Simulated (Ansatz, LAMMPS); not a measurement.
# S in place of O at several sites of glassy 30Al2O3-70P2O5 (mol %) (128 atoms): runs compared

Aim: make S in place of O at several sites of glassy 30Al2O3-70P2O5 (mol %) (128 atoms), relax each, and compare their energies.

Computed with Ansatz 0.2.0: Kohn-Sham DFT, PBE, PAW (set soft_2), plane waves.

## 1. The cell as built

The cell holds 128 atoms: 12 Al, 28 P and 88 O. Cell: a = 11.925 Å, b = 11.925 Å, c = 11.925 Å, α = 90.0°, β = 90.0°, γ = 90.0°. 128 atoms (12 Al, 28 P, 88 O) placed at random at 2.49 g/cm³, melted at 4000 K for 10 ps at fixed volume with the Morse and Coulomb pair potential with partial charges (Pedone, Malavasi, Menziani, Cormack and Segre, J. Phys. Chem. B 110, 11780 (2006)). Quenched from 4000 K to 300 K at 100 K/ps and fixed volume, held 10 ps at zero pressure.

Limits known from the start: The quench rate of 100 K/ps is many orders above laboratory rates, so the cell is likely richer in defects and strain than a real sample. The network of bonds at the start is that of the classical potential that made the cell, and needn't be the one that DFT or experiment would give. Only the Γ point is sampled, in a cell whose shortest periodic width is 12 Å.

## 2. The reference run

The reference is a single point at the end of the relaxation.

Every defect cell starts from the geometry of this run and is relaxed in the fixed cell.

Its input, with most atom lines left out:

```yaml
crystal:
  lattice:
    - [11.92456, 0.0, 0.0]
    - [0.0, 11.92456, 0.0]
    - [0.0, 0.0, 11.92456]
  atoms:
    - { symbol: Al, position: [0.4087, 0.02997, 0.03613] }
    - { symbol: Al, position: [0.50114, 0.1647, 0.31889] }
    - { symbol: Al, position: [0.02283, 0.37182, 0.91221] }
    - { symbol: Al, position: [0.76488, 0.19061, 0.67984] }
    - { symbol: Al, position: [0.88004, 0.27598, 0.29763] }
    - { symbol: Al, position: [0.15068, 0.03234, 0.16246] }
    - { symbol: Al, position: [0.1145, 0.53005, 0.54507] }
    [... atom lines 8 to 128 left out ...]
kpoints:
  mp_grid: { grid: [1, 1, 1] }
hamiltonian:
  xc: pbe
scf:
  occupations: { method: fixed }
output:
  forces: true
  stress: true
  populations: true
  dos:
    method: { smearing: { sigma: 0.1 } }
    de: 0.1
    projected: { site_lists: { Al: [Al], O: [O], P: [P] } }
  eigenvalues: true
  write_density: true
  write_potential: true
  volumetric_format: npy
```

* free energy per atom: -606.3211 eV/atom
* r.m.s. force component: 0.00682 eV/Å
* pressure: -0.3501 GPa

Filled and empty levels are parted by 2.64 eV (at Γ alone); a semilocal functional tends to put such gaps too low. In a disordered cell it changes from sample to sample, and tail or defect levels can set it.

## 3. The runs

Each row is one run, on 4 threads of Arm Neoverse V2, shared host. The free energy is the program's total, comparable only between runs with the same functional, potentials and atoms.

```
                                 run  atoms    outcome  ionic steps, all passes  free energy (eV)     time  host memory (GiB)
           Single point at the start    128  converged                        -        -77593.895     21 s                2.1
                          Relaxation    128  converged                       22        -77609.095    6 min                2.1
Single point at the relaxed geometry    128  converged                        -        -77609.095     40 s                2.4
         S on a site of O, site O119    128  converged                       12        -77942.744   11 min                4.1
         S on a site of O, site O121    128  converged                       11        -77942.805  9.9 min                4.1
          S on a site of O, site O69    128  converged                       13        -77942.718   11 min                4.1
          S on a site of O, site O56    128  converged                       14        -77942.644   11 min                4.1
          S on a site of O, site O68    128  converged                       12        -77942.870   10 min                4.1
          S on a site of O, site O51    128  converged                       13        -77942.944   10 min                4.1
```

In some runs the program notes that the exchange-correlation potential is rough where the density is thin and starting moments were not kept.

A closer look about site O51, the cheapest one, after relaxation: 11 atoms, nearest first, numbered in the order of the input, with positions taken from that point.

```
atom      x      y      z  distance (Å)  bonds
 S51   0.15   0.40   0.24          0.49      1
 P35  -1.16  -0.76   0.93          1.67      4
O110  -1.84  -1.82  -0.08          2.59      2
 O47  -0.83  -1.57   2.20          2.83      2
 O97  -2.60  -0.10   1.23          2.88      2
O113  -0.29   1.46  -2.49          2.90      2
 O71  -0.67  -1.04  -2.81          3.07      2
 P20   0.27   0.11  -3.07          3.09      4
 O72   1.70  -0.12  -2.58          3.09      2
 O56   2.67   0.28   1.63          3.14      2
 O44   0.04  -3.07  -0.69          3.14      2
```

The column of bonds counts only the pairs O-P within 2.11 Å, O-Al within 2.33 Å, P-S within 2.33 Å; other neighbours, such as metal atoms beside each other in a compound, aren't counted, and periodic images can show an atom twice.

## 4. The sites compared

All these cells hold the same atoms, so their energies can be compared with no chemical potential.

```
site  neighbours  mean distance (Å)  atoms within 6 Å  energy over the best site (eV)  before relaxation (eV)  gain on relaxing (eV)
 O51           P               1.46                66                            0.00                    0.06                   6.63
 O68         AlP               1.66                70                            0.07                    1.20                   7.70
O121         Al2               1.69                69                            0.14                    0.00                   6.43
O119           P               1.49                69                            0.20                    0.32                   6.69
 O69         AlP               1.68                64                            0.23                    1.42                   7.76
 O56          P2               1.62                73                            0.30                    1.84                   8.11
```

Neighbours are those of the relaxed host within 2.11 Å (O-P), 2.33 Å (O-Al); other pairs aren't counted.

## 5. Findings

The cheapest site is O51 (1 neighbour, P); the dearest, O56 (2 neighbours, P2), costs 0.30 eV more. By coordination the energies over the best site are 0.00 to 0.20 eV with 1 neighbour and 0.07 to 0.30 eV with 2 neighbours. Relaxation changes the order: the best site before relaxing was O121.

Caveats: Defects are neutral and interact with their images. The reference ran with fixed occupations, but 6 of the 6 defect cells with fermi-dirac smearing of 0.025 eV, spin polarised. In a disordered cell the relaxation can also rearrange atoms far from the site. In the spin-polarised runs the search for a state of lower energy was switched off. Only 6 of the 88 O sites were tried; unless symmetry makes the others alike to these, a cheaper one may exist.

The DFT runs together took 71 min of wall time.

[Logs are printed without paths, hosts, clocks, repeated set-up lines and the standing remarks that a program may print on its own settings, such as how far it seeks lower states.]

[Hosts, paths, dates, database ids (printed as entryN), source tags and the programs' standing remarks are cut or masked in the printed files.]
